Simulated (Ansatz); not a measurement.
# Is BaTi2Bi2O (P4/mmm) a stable metal?

Question: is the lattice of BaTi2Bi2O (P4/mmm) stable, and if so, what are its coupling constant and resistivity?

Main program and level: Ansatz 0.2.0; DFT PBEsol, scalar-relativistic, plane waves, PAW; PAW set soft_1.

## Step 1: Starting point

The structure is tetragonal, space group P4/mmm (No. 123). The conventional cell has a = 4.115 Å, b = 4.115 Å, c = 8.707 Å, α = 90.00°, β = 90.00°, γ = 90.00°. Ba has 8 Bi at 3.65 Å nearest. Nearest to Ti lie 2 O at 2.06 Å. Nearest to Bi lie 4 Ti at 2.98 Å. O has 4 Ti at 2.06 Å nearest. Farther neighbours and most contacts between anions are not listed.

## Step 2: Relaxing cell and atoms

The structure is brought to rest under this functional.

Contents of input.yaml:

```yaml
crystal:
  lattice:
    - [4.115314, 0.0, 0.0]
    - [0.0, 4.115314, 0.0]
    - [0.0, 0.0, 8.707278]
  atoms:
    - { symbol: Ba, position: [0.5, 0.5, 0.5] }
    - { symbol: Ti, position: [0.0, 0.5, 0.0] }
    - { symbol: Ti, position: [0.5, 0.0, 0.0] }
    - { symbol: Bi, position: [0.0, 0.0, 0.247564] }
    - { symbol: Bi, position: [0.0, 0.0, 0.752436] }
    - { symbol: O, position: [0.5, 0.5, 0.0] }
kpoints:
  mp_grid: { grid: [6, 6, 4] }
hamiltonian:
  xc: pbesol
  pseudopotentials: { kind: paw, azcp: { folder: soft_1 }, xc_functional: pbe }
scf:
  occupations: { method: gaussian, width: 0.1 }
output:
  forces: true
  stress: true
  eigenvalues: true
relax:
  adjacent_minimum: "off"
  f_tol: 0.005
  max_steps: 80
  cell: { stress_tol: 0.05 }
```

Run with:

```sh
ansatz run input.yaml --threads 8 --pin off --max-ram 20480MiB --backend cpu --events-out ev --progress --plain --runs-dir out
```

Numbers of over 12 decimals in the logs are rounded to 6 here.

Output:

```text
Engine: ansatz 0.2.0, aarch64-unknown-linux-gnu
Pseudopotentials: kind: paw
Pseudopotential: Ba, paw, valence charge 10, recommended cutoff 420 eV (normal), soft_1/Ba.paw.azcp
Pseudopotential: Ti, paw, valence charge 12, recommended cutoff 420 eV (normal), soft_1/Ti.paw.azcp
Pseudopotential: Bi, paw, valence charge 15, recommended cutoff 420 eV (normal), soft_1/Bi.paw.azcp
Pseudopotential: O, paw, valence charge 6, recommended cutoff 420 eV (normal), soft_1/O.paw.azcp
Functional definition: PBEsol
  exchange = pbesol_x
  correlation = pbesol_c
Crystal: 6 atoms, lattice volume = 147.465 Å³
Basis set: ecut = 420 eV, 2869 PW (Γ), exchange–correlation on 60×60×120 points (8 copies of the dense FFT grid, shifted against one another)
Bands: 42, of which v1, the nominal top of the filled ones, is band 35 counted from 1 (34 counted from 0)
Symmetry: 16 space group operations
Space group: P4/mmm (ITA 123), of the structure as read, at distance tolerance 5.3e-5 Å
k-points: 30 of 144
Non-local potential: Ba, projectors of the file, l = 0: 3, l = 1: 2, l = 2: 2, l = 3: 2
Non-local potential: Ti, projectors of the file, l = 0: 3, l = 1: 2, l = 2: 3, l = 3: 1
Non-local potential: Bi, projectors of the file, l = 0: 2, l = 1: 2, l = 2: 2, l = 3: 1
Non-local potential: O, projectors of the file, l = 0: 2, l = 1: 2, l = 2: 1
PAW form: soft (Blöchl's): semilocal exchange-correlation on the pseudo side does not see the compensation charge
PAW frozen core: Ba, regenerated for the run's functional, and the local potential with it (the file was generated under x = pbe(κ = 0.804, μ = 0.219515), c = pbe(β = 0.066725))
PAW frozen core: Ti, regenerated for the run's functional, and the local potential with it (the file was generated under x = pbe(κ = 0.804, μ = 0.219515), c = pbe(β = 0.066725))
PAW frozen core: Bi, regenerated for the run's functional, and the local potential with it (the file was generated under x = pbe(κ = 0.804, μ = 0.219515), c = pbe(β = 0.066725))
PAW frozen core: O, regenerated for the run's functional, and the local potential with it (the file was generated under x = pbe(κ = 0.804, μ = 0.219515), c = pbe(β = 0.066725))
PAW one-centre angular grid: Ba, 194 points (default); XC on 64 Gauss nodes
PAW one-centre angular grid: Ti, 590 points (default); XC on 64 Gauss nodes
PAW one-centre angular grid: Bi, 590 points (default); XC on 64 Gauss nodes
PAW one-centre angular grid: O, 110 points (default); XC on 64 Gauss nodes
Initial density: superposition of atomic densities (chi_scale 0.1, normalization cell, long waves kept (reshape's long-wave potential 0.33 eV rms))
Initial wavefunctions: pseudopotential atomic-orbital guess
Functional: x = pbesol(κ = 0.804, μ = 0.123457), c = pbesol(β = 0.046)
SCF iter   1: F=—  HF=-35875.538628 eV  |F-HF|=—  |Δ(HF+E_count)|=         —  Δρ=1.24e-1  dr2=1.29e2  ethr=3.10e-3  ⟨swp⟩=11.6  Hψ=6496  notcnv=0
preconditioner: auto → Kerker (q_TF=auto, 2.410 Å⁻¹)  [metal: Δε(μ)=0.019 eV  Ē_g=13.892 eV  σ=0.100 eV  W_gap=0.11  n_scr=38 (ndim 8)  ℏωp=22.1 eV  f_vac=0.000  D(μ)=2.06/eV (n_scr^D=8)]
SCF iter   2: F=—  HF=-35867.397200 eV  |F-HF|=—  |Δ(HF+E_count)|=    8.14e0  Δρ=3.86e-2  dr2=1.97e1  ethr=3.10e-3  ⟨swp⟩=5.5  Hψ=3292  notcnv=0  defer=45
SCF iter   3: F=—  HF=-35865.880400 eV  |F-HF|=—  |Δ(HF+E_count)|=    1.52e0  Δρ=2.10e-2  dr2=1.29e0  ethr=3.10e-3  ⟨swp⟩=4.6  Hψ=2273  notcnv=0  defer=41
SCF iter   4: F=—  HF=-35865.569404 eV  |F-HF|=—  |Δ(HF+E_count)|=   3.11e-1  Δρ=1.06e-2  dr2=3.95e-1  ethr=1.84e-3  ⟨swp⟩=4.7  Hψ=2314  notcnv=0  defer=41
SCF iter   5: F=—  HF=-35865.526117 eV  |F-HF|=—  |Δ(HF+E_count)|=   4.33e-2  Δρ=3.25e-3  dr2=3.58e-2  ethr=5.64e-4  ⟨swp⟩=2.5  Hψ=1920  notcnv=0  defer=40
SCF iter   6: F=—  HF=-35865.523365 eV  |F-HF|=—  |Δ(HF+E_count)|=   2.75e-3  Δρ=1.16e-3  dr2=4.39e-3  ethr=5.11e-5  ⟨swp⟩=2.1  Hψ=1429  notcnv=0  defer=40
SCF iter   7: F=—  HF=-35865.522914 eV  |F-HF|=—  |Δ(HF+E_count)|=   4.51e-4  Δρ=2.86e-4  dr2=3.60e-4  ethr=6.27e-6  ⟨swp⟩=2.1  Hψ=1722  notcnv=0  defer=40
SCF iter   8: F=—  HF=-35865.522925 eV  |F-HF|=—  |Δ(HF+E_count)|=   1.12e-5  Δρ=1.16e-4  dr2=3.92e-5  ethr=5.15e-7  ⟨swp⟩=2.0  Hψ=1457  notcnv=0  defer=40
SCF iter   9: F=—  HF=-35865.522904 eV  |F-HF|=—  |Δ(HF+E_count)|=   2.10e-5  Δρ=5.60e-5  dr2=1.03e-5  ethr=5.61e-8  ⟨swp⟩=2.0  Hψ=1561  notcnv=0  defer=41
SCF iter  10: F=—  HF=-35865.522904 eV  |F-HF|=—  |Δ(HF+E_count)|=   3.52e-7  Δρ=1.52e-5  dr2=1.13e-6  ethr=1.47e-8  ⟨swp⟩=2.1  Hψ=1628  notcnv=0  defer=41
SCF iter  11: F=-35865.522904 eV  HF=-35865.522904 eV  |F-HF|=3.03e-8  |Δ(HF+E_count)|=   1.00e-8  Δρ=4.75e-6  dr2=5.08e-8  ethr=1.43e-10  ⟨swp⟩=11.7  Hψ=7455  notcnv=0
SCF 1 converged in 11 iterations: F = -35865.522904 eV  dr2 = 5.08e-8
  greatest PAW one-centre occupation: 0.998 electrons in one spin orbital (limit 2), on the Ti atom at site 2 (counted from 0), in its partial waves of l = 0
relax step   1: F+E_penalty+E_count = -35865.52290365 eV  Δ(F+E_penalty+E_count) = +0.000e0 eV  max|allowed force component| = 1.992e-1 eV/Å  Δτ_max = 0.0000 Å  P = -3.884 GPa  Ω = 147.465 Å³  (11 SCF iters, dr2 threshold 1.00e-7 eV, accepted)
Crystal: 6 atoms, lattice volume = 137.981 Å³
Basis set: ecut = 420 eV, 2733 PW (Γ), exchange–correlation on 60×60×120 points (8 copies of the dense FFT grid, shifted against one another)
Initial density: handed on by an earlier stage of this run
Initial wavefunctions: those handed on with the density
iter 1 solved again at ethr=1.74e-4 eV; its pass at ethr=3.10e-3 eV (dr2=1.22e-1 eV) is discarded
SCF iter   1: F=—  HF=-35865.629861 eV  |F-HF|=—  |Δ(HF+E_count)|=         —  Δρ=4.04e-3  dr2=1.23e-1  ethr=1.74e-4  ⟨swp⟩=1.0  Hψ=6129  notcnv=0
preconditioner: auto → Kerker (q_TF=auto, 2.437 Å⁻¹)  [metal: Δε(μ)=0.038 eV  Ē_g=14.253 eV  σ=0.100 eV  W_gap=0.21  n_scr=38 (ndim 8)  ℏωp=22.8 eV  f_vac=0.000  D(μ)=3.39/eV (n_scr^D=16)]
SCF iter   2: F=—  HF=-35865.620507 eV  |F-HF|=—  |Δ(HF+E_count)|=   9.35e-3  Δρ=2.28e-3  dr2=4.73e-2  ethr=1.74e-4  ⟨swp⟩=1.0  Hψ=1260  notcnv=0
SCF iter   3: F=—  HF=-35865.613777 eV  |F-HF|=—  |Δ(HF+E_count)|=   6.73e-3  Δρ=7.88e-4  dr2=2.95e-3  ethr=6.75e-5  ⟨swp⟩=2.0  Hψ=1398  notcnv=0
SCF iter   4: F=—  HF=-35865.613227 eV  |F-HF|=—  |Δ(HF+E_count)|=   5.50e-4  Δρ=3.50e-4  dr2=2.68e-4  ethr=4.21e-6  ⟨swp⟩=2.0  Hψ=1574  notcnv=0
SCF iter   5: F=—  HF=-35865.613222 eV  |F-HF|=—  |Δ(HF+E_count)|=   4.84e-6  Δρ=1.02e-4  dr2=2.72e-5  ethr=3.83e-7  ⟨swp⟩=2.0  Hψ=1727  notcnv=0
SCF iter   6: F=—  HF=-35865.613221 eV  |F-HF|=—  |Δ(HF+E_count)|=   1.04e-6  Δρ=2.48e-5  dr2=2.00e-6  ethr=3.89e-8  ⟨swp⟩=2.0  Hψ=1622  notcnv=0
SCF iter   7: F=-35865.613221 eV  HF=-35865.613221 eV  |F-HF|=1.42e-7  |Δ(HF+E_count)|=   8.88e-8  Δρ=1.02e-5  dr2=3.59e-7  ethr=8.57e-10  ⟨swp⟩=6.2  Hψ=4818  notcnv=0
SCF 2 converged in 7 iterations: F = -35865.613221 eV  dr2 = 3.59e-7
relax step   2: F+E_penalty+E_count = -35865.61322073 eV  Δ(F+E_penalty+E_count) = -9.032e-2 eV  max|allowed force component| = 2.933e-1 eV/Å  Δτ_max = 0.0016 Å  P = +0.853 GPa  Ω = 137.981 Å³  energy of the carried Pulay correction = +4.223e-3 eV  (7 SCF iters, dr2 threshold 6.00e-7 eV, accepted)
Crystal: 6 atoms, lattice volume = 139.176 Å³
Basis set: ecut = 420 eV, 2725 PW (Γ), exchange–correlation on 60×60×120 points (8 copies of the dense FFT grid, shifted against one another)
iter 1 solved again at ethr=1.56e-5 eV; its pass at ethr=3.10e-3 eV (dr2=1.09e-2 eV) is discarded
SCF iter   1: F=—  HF=-35865.625691 eV  |F-HF|=—  |Δ(HF+E_count)|=         —  Δρ=1.82e-3  dr2=1.07e-2  ethr=1.56e-5  ⟨swp⟩=1.2  Hψ=5880  notcnv=0
preconditioner: auto → Kerker (q_TF=auto, 2.433 Å⁻¹)  [metal: Δε(μ)=0.018 eV  Ē_g=14.275 eV  σ=0.100 eV  W_gap=0.10  n_scr=38 (ndim 8)  ℏωp=22.7 eV  f_vac=0.000  D(μ)=3.77/eV (n_scr^D=28)]
SCF iter   2: F=—  HF=-35865.624977 eV  |F-HF|=—  |Δ(HF+E_count)|=   7.14e-4  Δρ=8.50e-4  dr2=2.53e-3  ethr=1.53e-5  ⟨swp⟩=1.5  Hψ=1277  notcnv=0
SCF iter   3: F=—  HF=-35865.624750 eV  |F-HF|=—  |Δ(HF+E_count)|=   2.27e-4  Δρ=1.92e-4  dr2=1.00e-4  ethr=3.61e-6  ⟨swp⟩=1.5  Hψ=1286  notcnv=0
SCF iter   4: F=—  HF=-35865.624774 eV  |F-HF|=—  |Δ(HF+E_count)|=   2.40e-5  Δρ=6.75e-5  dr2=1.01e-5  ethr=1.43e-7  ⟨swp⟩=2.0  Hψ=1573  notcnv=0
SCF iter   5: F=—  HF=-35865.624773 eV  |F-HF|=—  |Δ(HF+E_count)|=   1.14e-6  Δρ=2.06e-5  dr2=1.50e-6  ethr=1.45e-8  ⟨swp⟩=2.0  Hψ=1731  notcnv=0
SCF iter   6: F=-35865.624773 eV  HF=-35865.624773 eV  |F-HF|=7.44e-8  |Δ(HF+E_count)|=   5.83e-8  Δρ=8.15e-6  dr2=1.88e-7  ethr=8.57e-10  ⟨swp⟩=5.7  Hψ=4559  notcnv=0
SCF 3 converged in 6 iterations: F = -35865.624773 eV  dr2 = 1.88e-7
relax step   3: F+E_penalty+E_count = -35865.62477314 eV  Δ(F+E_penalty+E_count) = -1.155e-2 eV  max|allowed force component| = 8.268e-2 eV/Å  Δτ_max = 0.0284 Å  P = -0.122 GPa  Ω = 139.176 Å³  energy of the carried Pulay correction = +3.676e-3 eV  (6 SCF iters, dr2 threshold 6.00e-7 eV, accepted)
[...]
relax step   4: F+E_penalty+E_count = -35865.62573147 eV  Δ(F+E_penalty+E_count) = -9.583e-4 eV  max|allowed force component| = 9.471e-4 eV/Å  Δτ_max = 0.0120 Å  P = -0.081 GPa  Ω = 139.436 Å³  energy of the carried Pulay correction = +3.557e-3 eV  (6 SCF iters, dr2 threshold 4.27e-7 eV, accepted)
[...]
relax step   5: F+E_penalty+E_count = -35865.62584134 eV  Δ(F+E_penalty+E_count) = -1.099e-4 eV  max|allowed force component| = 1.189e-3 eV/Å  Δτ_max = 0.0001 Å  P = +0.003 GPa  Ω = 139.305 Å³  energy of the carried Pulay correction = +3.617e-3 eV  (6 SCF iters, dr2 threshold 2.90e-8 eV, accepted)
Initial wavefunctions: pseudopotential atomic-orbital guess (no wavefunctions were taken with the density)
iter 1 solved again at ethr=7.98e-6 eV; its pass at ethr=3.10e-3 eV (dr2=5.58e-3 eV) is discarded
SCF iter   1: F=—  HF=-35865.622901 eV  |F-HF|=—  |Δ(HF+E_count)|=         —  Δρ=1.28e-4  dr2=3.23e-6  ethr=7.98e-6  ⟨swp⟩=2.2  Hψ=6849  notcnv=0
eigensolver tolerance schedule: the retry pair's looser diagonalisation over-reported the residual by 1728.68 of it (diagonalisation noise at an unbounded share of the residual, at the tolerance the schedule requests for it); recorded, not acted on — ethr = c·dr2/N_el stays at c = 1.0e-1
SCF iter   2: F=—  HF=-35865.622946 eV  |F-HF|=—  |Δ(HF+E_count)|=   4.58e-5  Δρ=6.33e-5  dr2=7.67e-7  ethr=4.61e-9  ⟨swp⟩=2.8  Hψ=2628  notcnv=0
SCF iter   3: F=—  HF=-35865.622948 eV  |F-HF|=—  |Δ(HF+E_count)|=   1.04e-6  Δρ=1.25e-5  dr2=3.29e-8  ethr=1.10e-9  ⟨swp⟩=2.0  Hψ=1553  notcnv=0
SCF iter   4: F=—  HF=-35865.622948 eV  |F-HF|=—  |Δ(HF+E_count)|=   3.93e-8  Δρ=9.09e-7  dr2=1.67e-9  ethr=4.70e-11  ⟨swp⟩=2.0  Hψ=1762  notcnv=0
SCF iter   5: F=—  HF=-35865.622948 eV  |F-HF|=—  |Δ(HF+E_count)|=  2.18e-11  Δρ=2.14e-7  dr2=1.84e-10  ethr=2.38e-12  ⟨swp⟩=2.0  Hψ=1674  notcnv=0
SCF iter   6: F=-35865.622948 eV  HF=-35865.622948 eV  |F-HF|=2.91e-11  |Δ(HF+E_count)|=  2.18e-11  Δρ=9.58e-8  dr2=2.00e-11  ethr=1.00e-12  ⟨swp⟩=4.7  Hψ=4479  notcnv=0
SCF 6 converged in 6 iterations: F = -35865.622948 eV  dr2 = 2.00e-11
relax step   6: F+E_penalty+E_count = -35865.62294756 eV  Δ(F+E_penalty+E_count) = +2.894e-3 eV  max|allowed force component| = 1.184e-3 eV/Å  Δτ_max = 0.0000 Å  P = -0.023 GPa  Ω = 139.305 Å³  stress off target by 2.47e-2 GPa  SCF on the basis re-selected at this cell (its energy is not comparable with the rows above)  (6 SCF iters)
basis re-selected at this cell: Δ(F+E_penalty+E_count) = +2.894e-3 eV, ΔP = -0.026 GPa vs the last step (what re-selecting the basis moved, of the pressure what is left beyond the Pulay correction that the steps carried, after the strain that the cell walked since its last selection, with what the two solves' SCF thresholds leave and, on support functions, any second-order correction that the steps lacked; it is no m [...]
SCF converged after 6 iterations
Free energy (F): -35865.622948 eV
Harris-Foulkes:  -35865.622948 eV  (|F-HF|=2.91e-11)
Internal energy: -35865.604907 eV  (E = F + TS)
E sigma→0 (E₀):  -35865.613927 eV
Entropy (-TS):   -0.018040 eV (-3.007 meV/atom)
Fermi energy:    11.994457 eV
--- Per-component energies (eV) ---
  E_band       = -528.180549
  E_kinetic    = 1406.640120
  E_local      = -6699.255076  (includes V_loc(G=0)·N_el)
  E_nonlocal   = 1091.881065
  E_hartree    = 2737.846238
  E_xc         = -798.759363
  E_vxc        = -771.805144  (∫ρ·V_xc dr)
  E_paw        = -28325.599208  (= ΣΔE_a)
  E_vpaw       = -1031.335035  (= ΣTr[D̂ρ^β])
  E_aug_tail   = 0.001010  (compensation charges beyond the density's cutoff)
  E_ewald      = -5279.004777
  E_core_change = 0.645083  (= ΣΔE_core)
  E_smearing   = -0.018040  (= −TS)
  E_closure    = 0.000000  (closes the sum)
  Σ components = -35865.622948   (vs F -35865.622948, Δ=0.00e0)
--- Forces (eV/Å), atoms counted from 1 ---
  atom   1  Ba     0.00000000     0.00000000     0.00000000
  atom   2  Ti     0.00000000    -0.00000000     0.00000000
  atom   3  Ti    -0.00000000     0.00000000     0.00000000
  atom   4  Bi     0.00000000     0.00000000     0.00118362
  atom   5  Bi     0.00000000     0.00000000    -0.00118362
  atom   6  O      0.00000000     0.00000000     0.00000000
  max |Σ_I F_I| component: 2.17e-19 eV/Å
--- Stress (GPa, compression-positive) ---
       -0.024690       0.000000       0.000000
        0.000000      -0.024690       0.000000
        0.000000       0.000000      -0.019670
  P = ⅓ Tr σ = -0.0230 GPa (-0.230 kbar)
--- Band table (eV; the first three rows and the last of 30) ---
  k-point 0: bands = [... 31 lower, 10.4183, 10.6485, 11.6220, 11.8958, 12.2795, 12.2795, 12.8286, 13.1651, ... 3 higher]
  k-point 1: bands = [... 31 lower, 10.1335, 10.4183, 11.5650, 11.9551, 12.0090, 12.0090, 12.7140, 13.1917, ... 3 higher]
  k-point 2: bands = [... 31 lower, 10.1993, 10.4183, 11.5867, 11.7898, 11.7898, 12.0343, 12.5830, 13.1999, ... 3 higher]
  k-point 29: bands = [... 31 lower, 9.5790, 9.5790, 10.1753, 11.7629, 11.7629, 13.3279, 13.3279, 13.4780, ... 3 higher]
--- Relaxed structure (5 steps of the walk, 5 accepted, 1 SCFs on fresh bases) ---
  F+E_penalty+E_count = -35865.62294756 eV   max|allowed force component| = 1.184e-3 eV/Å   (the final SCF, on the basis selected at the relaxed cell)
  cell:  # Å, volume = 139.3051 Å³
    - [4.049744, 0, 0.0]
    - [0, 4.049744, 0.0]
    - [0.0, 0.0, 8.493993]
  atoms:
    - { symbol: Ba, position: [0.500000, 0.500000, 0.500000] }
    - { symbol: Ti, position: [0, 0.500000, 0] }
    - { symbol: Ti, position: [0.500000, 0, 0] }
    - { symbol: Bi, position: [0, 0, 0.249280] }
    - { symbol: Bi, position: [0, 0, 0.750720] }
    - { symbol: O, position: [0.500000, 0.500000, 0] }
```

The job ended after 13 s (8 threads of Arm Neoverse V1, shared host; peak memory 0.76 GiB; 91 s of CPU time).

This run has no spin polarisation, although Ti can carry a moment.

Step by step:

| step | energy less that of the first step (eV) | largest force component (eV/Å) | pressure (GPa) | volume (Å³) |
| --- | --- | --- | --- | --- |
| 1 | 0.0000 | 0.1992 | -3.88 | 147.46 |
| 2 | -0.0903 | 0.2933 | 0.85 | 137.98 |
| 3 | -0.1019 | 0.0827 | -0.12 | 139.18 |
| 4 | -0.1028 | 0.0009 | -0.08 | 139.44 |
| 5 | -0.1029 | 0.0012 | 0.00 | 139.31 |
| 6* | -0.1000 | 0.0012 | -0.02 | 139.31 |

Relaxation steps marked * repeat the geometry before them on a plane-wave basis chosen anew for their cell, so energy and pressure can jump there.

Forces are held to the 16 operations that the run works with; a distortion that breaks them can't arise in this run.

| conventional cell, symmetrised | before | after | change |
| --- | --- | --- | --- |
| a (Å) | 4.115 | 4.050 | -1.6 % |
| b (Å) | 4.115 | 4.050 | -1.6 % |
| c (Å) | 8.707 | 8.494 | -2.4 % |
| volume (Å³/atom) | 24.58 | 23.22 | -5.5 % |

The atoms that moved most (Å, as changes of fractional coordinates times the final cell):

| atom | dx | dy | dz | length |
| --- | --- | --- | --- | --- |
| Bi5 | 0.000 | 0.000 | -0.015 | 0.015 |
| Bi4 | 0.000 | 0.000 | 0.015 | 0.015 |

Final coordinates:

```cif
data_structure
_symmetry_space_group_name_H-M 'P 1'
_symmetry_Int_Tables_number 1
_cell_length_a 4.0497
_cell_length_b 4.0497
_cell_length_c 8.4940
_cell_angle_alpha 90.000
_cell_angle_beta 90.000
_cell_angle_gamma 90.000
_cell_volume 139.31
loop_
_atom_site_label
_atom_site_type_symbol
_atom_site_fract_x
_atom_site_fract_y
_atom_site_fract_z
_atom_site_occupancy
Ba1 Ba 0.50000 0.50000 0.50000 1
Ti2 Ti 0.00000 0.50000 0.00000 1
Ti3 Ti 0.50000 0.00000 0.00000 1
Bi4 Bi 0.00000 0.00000 0.24928 1
Bi5 Bi 0.00000 0.00000 0.75072 1
O6 O 0.50000 0.50000 0.00000 1
```

This step gave:

```yaml
pressure: -0.02302 GPa
volume_per_atom: 23.22 Å³/atom
metallic_on_mesh: yes
gap_on_the_k_mesh: 0 eV
```

The largest force is now 0.0012 eV/Å and the largest stress component 0.025 GPa.

## Step 3: Tight relaxation

Residual forces and stress shift phonon frequencies, so the cell is relaxed again, with tight thresholds and the mesh and smearing of this input.

input.yaml, the sections that differ from step 2:

```yaml
crystal:
  lattice:
    - [4.0497441361, 0.0, 0.0]
    - [0.0, 4.0497441361, 0.0]
    - [0.0, 0.0, 8.493993051]
  atoms:
    - { symbol: Ba, position: [0.5, 0.5, 0.5] }
    - { symbol: Ti, position: [0.0, 0.5, 0.0] }
    - { symbol: Ti, position: [0.5, 0.0, 0.0] }
    - { symbol: Bi, position: [0.0, 0.0, 0.2492798339] }
    - { symbol: Bi, position: [0.0, 0.0, 0.7507201661] }
    - { symbol: O, position: [0.5, 0.5, 0.0] }
kpoints:
  mp_grid: { grid: [8, 8, 3] }
scf:
  occupations: { method: methfessel_paxton, width: 0.2 }
relax:
  adjacent_minimum: "off"
  f_tol: 0.001
  max_steps: 60
  cell: { stress_tol: 0.01 }
# hamiltonian, output: as in step 2
```

Output:

```text
[the first part of the log is left out]
  E_closure    = 0.000000  (closes the sum)
  Σ components = -35865.616455   (vs F -35865.616455, Δ=0.00e0)
--- Forces (eV/Å), atoms counted from 1 ---
  atom   1  Ba    -0.00000000    -0.00000000     0.00000000
  atom   2  Ti     0.00000000    -0.00000000    -0.00000000
  atom   3  Ti    -0.00000000     0.00000000     0.00000000
  atom   4  Bi    -0.00000000     0.00000000     0.00002817
  atom   5  Bi     0.00000000     0.00000000    -0.00002817
[...]
--- Band table (eV; the first three rows and the last of 30) ---
[...]
--- Relaxed structure (4 steps of the walk, 4 accepted, 1 SCFs on fresh bases) ---
[...]
cell:  # Å, volume = 139.1645 Å³
    - [4.052375, 0, 0.0]
    - [0, 4.052375, 0.0]
    - [0.0, 0.0, 8.474407]
  atoms:
    - { symbol: Ba, position: [0.500000, 0.500000, 0.5] }
    - { symbol: Ti, position: [0, 0.500000, 0] }
    - { symbol: Ti, position: [0.500000, 0, 0] }
    - { symbol: Bi, position: [0, 0, 0.249808] }
    - { symbol: Bi, position: [0, 0, 0.750192] }
    - { symbol: O, position: [0.500000, 0.500000, 0] }
[key lines of the parts left out:]
P = ⅓ Tr σ = -0.0011 GPa (-0.011 kbar)
```

It took 10 s on 8 threads; peak memory 0.74 GiB; 73 s of CPU time.

Relaxation path:

| step | energy less that of the first step (eV) | largest force component (eV/Å) | pressure (GPa) | volume (Å³) |
| --- | --- | --- | --- | --- |
| 1 | 0.0000 | 0.0235 | 0.01 | 139.31 |
| 2 | -0.0002 | 0.0261 | 0.01 | 139.10 |
| 3 | -0.0003 | 0.0024 | 0.00 | 139.17 |
| 4 | -0.0003 | 0.0000 | 0.00 | 139.16 |
| 5 | -0.0002 | 0.0000 | 0.00 | 139.16 |

The log counts 1 steps on a newly chosen plane-wave basis, not all of them marked here; energy and pressure can jump at such steps.

| conventional cell, symmetrised | before | after | change |
| --- | --- | --- | --- |
| a (Å) | 4.050 | 4.052 | +0.1 % |
| b (Å) | 4.050 | 4.052 | +0.1 % |
| c (Å) | 8.494 | 8.474 | -0.2 % |
| volume (Å³/atom) | 23.22 | 23.19 | -0.1 % |

The relaxed structure:

```xyz
6
Lattice="4.0524 0.0000 0.0000 0.0000 4.0524 0.0000 0.0000 0.0000 8.4744" Properties=species:S:1:pos:R:3 pbc="T T T"
Ba    2.0262    2.0262    4.2372
Ti    0.0000    2.0262    0.0000
Ti    2.0262    0.0000    0.0000
Bi    0.0000    0.0000    2.1170
Bi    0.0000    0.0000    6.3574
O     2.0262    2.0262    0.0000
```

This step gave:

- pressure: -0.001086 GPa
- volume per atom: 23.19 Å³/atom

The largest force is now 2.8e-5 eV/Å and the largest stress component 0.0031 GPa, small enough for phonons.

[end of part 1 of 2]

[Logs are printed without paths, hosts, clocks, repeated set-up lines and the standing remarks that a program may print on its own settings, such as how far it seeks lower states.]

[Hosts, paths, dates, database ids (printed as entryN), source tags and the programs' standing remarks are cut or masked in the printed files.]
